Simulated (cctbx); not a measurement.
# Interatomic vectors of Sc2PbO4

Space group Pnma (no. 62), a = 9.9440 Å, b = 3.2170 Å, c = 11.4960 Å, α = 90.00°, β = 90.00°, γ = 90.00°, content Pb4 Sc8 O16.

The data are simulated with cctbx, not measured: synchrotron X-rays, λ = 0.7749 Å, to d = 0.8 Å, 80 % of the full sphere, strongest reflection 5000 counts, noise from counting, a 1.5 % proportional error and a noise floor of 8 counts (s.d.); no absorption.

Patterson synthesis, origin scaled to 1000:

```text
Patterson group P m m m
      u       v       w   height  length (A)
  0.000   0.000   0.000   1000.0     0.00
  0.000   0.500   0.500    903.2     5.97
  0.500   0.000   0.189    475.7     5.43
  0.500   0.500   0.312    445.3     6.34
  0.177   0.500   0.251    155.8     3.74
  0.174   0.000   0.248    141.5     3.34
  0.314   0.500   0.454     93.0     6.29
  0.325   0.500   0.044     84.6     3.65
  0.318   0.000   0.049     83.9     3.21
  0.328   0.000   0.452     75.1     6.13
  0.500   0.000   0.500     59.2     7.60
  0.500   0.500   0.000     57.9     5.23
  0.000   0.084   0.500     45.5     5.75
  0.242   0.000   0.115     29.9     2.74
```

Q: Assign the vectors.

A peak at u stands for all pairs with xi − xj = u, with weight Σ ZiZj against Σ Z² = 31448 at the origin. Peak heights follow these weights only roughly, since form factors, motion and series ripples differ, all vectors within 0.55 Å of a peak are counted as merged into it though the farther ones add only part of their weight, and F(000) is left out, which lowers the whole map:

| u | v | w | shortest length (Å) | height | 1000 ΣZiZj/ΣZ² | pairs in the cell |
| --- | --- | --- | --- | --- | --- | --- |
| 0.000 | 0.500 | 0.500 | 5.97 | 903 | 855 | 4 × Pb–Pb |
| 0.500 | 0.000 | 0.189 | 5.43 | 476 | 488 | 2 × Pb–Pb, 4 × Sc–Sc, 2 × O–O |
| 0.500 | 0.500 | 0.312 | 6.34 | 445 | 428 | 2 × Pb–Pb |
| 0.177 | 0.500 | 0.251 | 3.74 | 156 | 279 | 4 × Pb–Sc, 4 × Sc–Sc, 2 × O–O |
| 0.174 | 0.000 | 0.248 | 3.33 | 142 | 223 | 4 × Pb–Sc, 2 × O–O |
| 0.314 | 0.500 | 0.454 | 6.29 | 93 | 151 | 2 × Pb–Sc, 2 × Pb–O |
| 0.325 | 0.500 | 0.044 | 3.65 | 85 | 138 | 2 × Pb–Sc, 2 × Sc–Sc |
| 0.318 | 0.000 | 0.049 | 3.21 | 84 | 159 | 2 × Pb–Sc, 2 × Pb–O, 4 × O–O |
| 0.328 | 0.000 | 0.452 | 6.14 | 75 | 110 | 2 × Pb–Sc |
| 0.500 | 0.000 | 0.500 | 7.60 | 59 | 218 | 8 × Pb–O, 8 × Sc–O, 4 × O–O |

The table stops at ten peaks or at a height of 45, below which ripples compete. In the model behind the data Pb, the heaviest element, has 1 independent site: (0.2529, 1/4, 0.8440), up to an allowed shift of origin; the Pb–Pb vectors are differences of these positions and their symmetry mates. The whole model:

```
atom  mult.       x    y       z  Ueq (Å²)
 Pb1      4  0.2529  1/4  0.8440    0.0151
 Sc1      4  0.4293  1/4  0.6095    0.0203
 Sc2      4  0.4230  1/4  0.1056    0.0286
  O1      4  0.4792  3/4  0.2252    0.0251
  O2      4  0.4233  1/4  0.4268    0.0285
  O3      4  0.3833  3/4  0.9772    0.0287
  O4      4  0.2895  3/4  0.6592    0.0226
```

The model was made for the exercise: a known structure type with other elements put in, its volume estimated, not relaxed; displacement parameters are assumed.

[Logs are printed without paths, hosts, clocks, repeated set-up lines and the standing remarks that a program may print on its own settings, such as how far it seeks lower states.]
